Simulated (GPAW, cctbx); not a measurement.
## What do these deviations say about the bonding?

Ca3RuS4, Pmmm (no. 47), a = 3.8865 Å, b = 5.5864 Å, c = 7.6158 Å, α = 90.00°, β = 90.00°, γ = 90.00°.

| atom | mult. | x | y | z |
| --- | --- | --- | --- | --- |
| Ru1 | 1 | 0 | 1/2 | 0 |
| Ca1 | 2 | 1/2 | 0 | 0.7605 |
| Ca2 | 1 | 0 | 1/2 | 1/2 |
| S1 | 2 | 1/2 | 1/2 | 0.2051 |
| S2 | 1 | 0 | 0 | 0 |
| S3 | 1 | 0 | 0 | 1/2 |

The cell comes from substitution in a known structure type and wasn't matched to any measured phase.

Absolute values of the static structure factors of the conventional cell from DFT (PBE, GPAW) against free spherical atoms, in electrons:

| hkl | d (Å) | free atoms | crystal |
| --- | --- | --- | --- |
| 001 | 7.616 | 34.73 | 34.80 |
| 010 | 5.586 | 23.55 | 23.23 |
| 011 | 4.505 | 28.62 | 28.65 |
| 100 | 3.886 | 22.74 | 22.64 |
| 002 | 3.808 | 27.06 | 26.96 |
| 101 | 3.462 | 13.11 | 12.88 |
| 110 | 3.190 | 34.60 | 34.06 |
| 012 | 3.147 | 38.11 | 37.60 |
| 111 | 2.943 | 16.92 | 16.84 |
| 020 | 2.793 | 127.76 | 128.51 |

**Question.** Which way does charge move, and which reflections show it best?

Project each element's phase sum on the total phase. At low angle |F| should rise if density moves to atoms that scatter in phase and fall if it moves to atoms that scatter against it.

| hkl | Ru in phase | Ca in phase | S in phase | change (e) | (%) |
| --- | --- | --- | --- | --- | --- |
| 001 | +1.0 | -0.9 | +0.6 | +0.07 | +0.2 |
| 010 | +1.0 | -1.0 | 0.0 | -0.33 | -1.4 |
| 011 | +1.0 | -1.1 | +0.6 | +0.03 | +0.1 |
| 100 | +1.0 | -1.0 | 0.0 | -0.10 | -0.4 |
| 002 | +1.0 | -1.0 | +0.3 | -0.10 | -0.4 |
| 101 | +1.0 | -1.1 | -0.6 | -0.23 | -1.7 |
| 110 | +1.0 | +3.0 | -4.0 | -0.54 | -1.6 |
| 012 | +1.0 | +3.0 | -3.7 | -0.51 | -1.3 |

Low-angle reflections that set elements apart and change by more than 0.05 e: 001, 010, 100, 002, 101, 110 and 012. The real-space density gives Voronoi charges Ru +0.18, Ca +0.24, S -0.23 e. The signs that these charges predict hold for 001, 101, 110 and 012 and fail for 010, 100 and 002, so the simple rule can't give the direction here. The reflections see the density near the nuclei and the atoms' change of size and shape; Voronoi cells count what crosses the midplanes.
